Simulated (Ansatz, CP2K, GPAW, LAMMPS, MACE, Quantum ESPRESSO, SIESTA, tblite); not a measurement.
# Which run comes nearest? Amorphous Ge (61 atoms)

Density of this cell: 4.82 g/cm³. The cell holds 61 atoms: 61 Ge. Its edges and angles: a = 11.512 Å, b = 11.512 Å, c = 11.512 Å, α = 90.0°, β = 90.0°, γ = 90.0°. 61 atoms (61 Ge) placed at random at 4.82 g/cm³, melted at 3500 K for 10 ps at fixed volume with the Tersoff potential (Tersoff, Phys. Rev. B 39, 5566 (1989)). Quenched from 3500 K to 100 K at 5 K/ps and fixed volume, held 5 ps, then minimised at fixed cell.

Geometry: as built.

The reference, a calculation:

* method: Kohn-Sham DFT, PBE, SSSP efficiency 1.3.0 pseudopotentials, plane waves (Quantum ESPRESSO 7.5); sssp-pbe-1.3.0-efficiency, cutoffs 45/360 Ry, Γ point
* r.m.s. force component: 0.2388 eV/Å
* longest force: 1.209 eV/Å
* pressure: 0.331 GPa
* time: 3.4 min on 4 MPI ranks of Arm Neoverse V1, shared host
* CPU time: 13 min

Runs, in no order:
A. CP2K PBE, DZVP-UZH, 489/50 Ry, diagonalisation: Kohn-Sham DFT, PBE, GTH-PBE pseudopotentials, Gaussian and plane waves, DZVP-MOLOPT (UZH set), diagonalisation
B. MACE MPA-0 medium potential: machine-learned interatomic potential MACE MPA-0 medium, trained on PBE(+U) plane-wave data
C. QE PBE, dojo-0.4.1-standard, 80/320 Ry: Kohn-Sham DFT, PBE, PseudoDojo 0.4.1 standard norm-conserving pseudopotentials, plane waves
D. GPAW PBE, LCAO szp(dzp), h 0.2 Å: Kohn-Sham DFT, PBE, PAW, atomic orbitals (szp(dzp))
E. GPAW PBE, LCAO dzp, h 0.2 Å: Kohn-Sham DFT, PBE, PAW, atomic orbitals (dzp)

Q: Order them from the smallest to the largest r.m.s. force difference.

C, A, E, D, B.

```
                                              run  Δ force, r.m.s. (meV/Å)  share of r.m.s. force (%)  CPU time
        C. QE PBE, dojo-0.4.1-standard, 80/320 Ry                     4.69                       1.96    26 min
A. CP2K PBE, DZVP-UZH, 489/50 Ry, diagonalisation                     27.6                       11.6   3.6 min
                   E. GPAW PBE, LCAO dzp, h 0.2 Å                     42.9                       17.9     3 min
              D. GPAW PBE, LCAO szp(dzp), h 0.2 Å                      121                       50.5   2.2 min
                   B. MACE MPA-0 medium potential                      171                       71.8     8.6 s
```

Machine-learned potentials mimic data converged in k, so the reference's own k-point error enters their differences. The network of bonds at the start is that of the classical potential that made the cell, and needn't be the one that DFT or experiment would give. The electronic-structure runs sample only Γ, in a cell whose shortest periodic width is 12 Å, which is coarse for a cell with partly filled levels.

[Logs are printed without paths, hosts, clocks, repeated set-up lines and the standing remarks that a program may print on its own settings, such as how far it seeks lower states.]

[Hosts, paths, dates, database ids (printed as entryN), source tags and the programs' standing remarks are cut or masked in the printed files.]
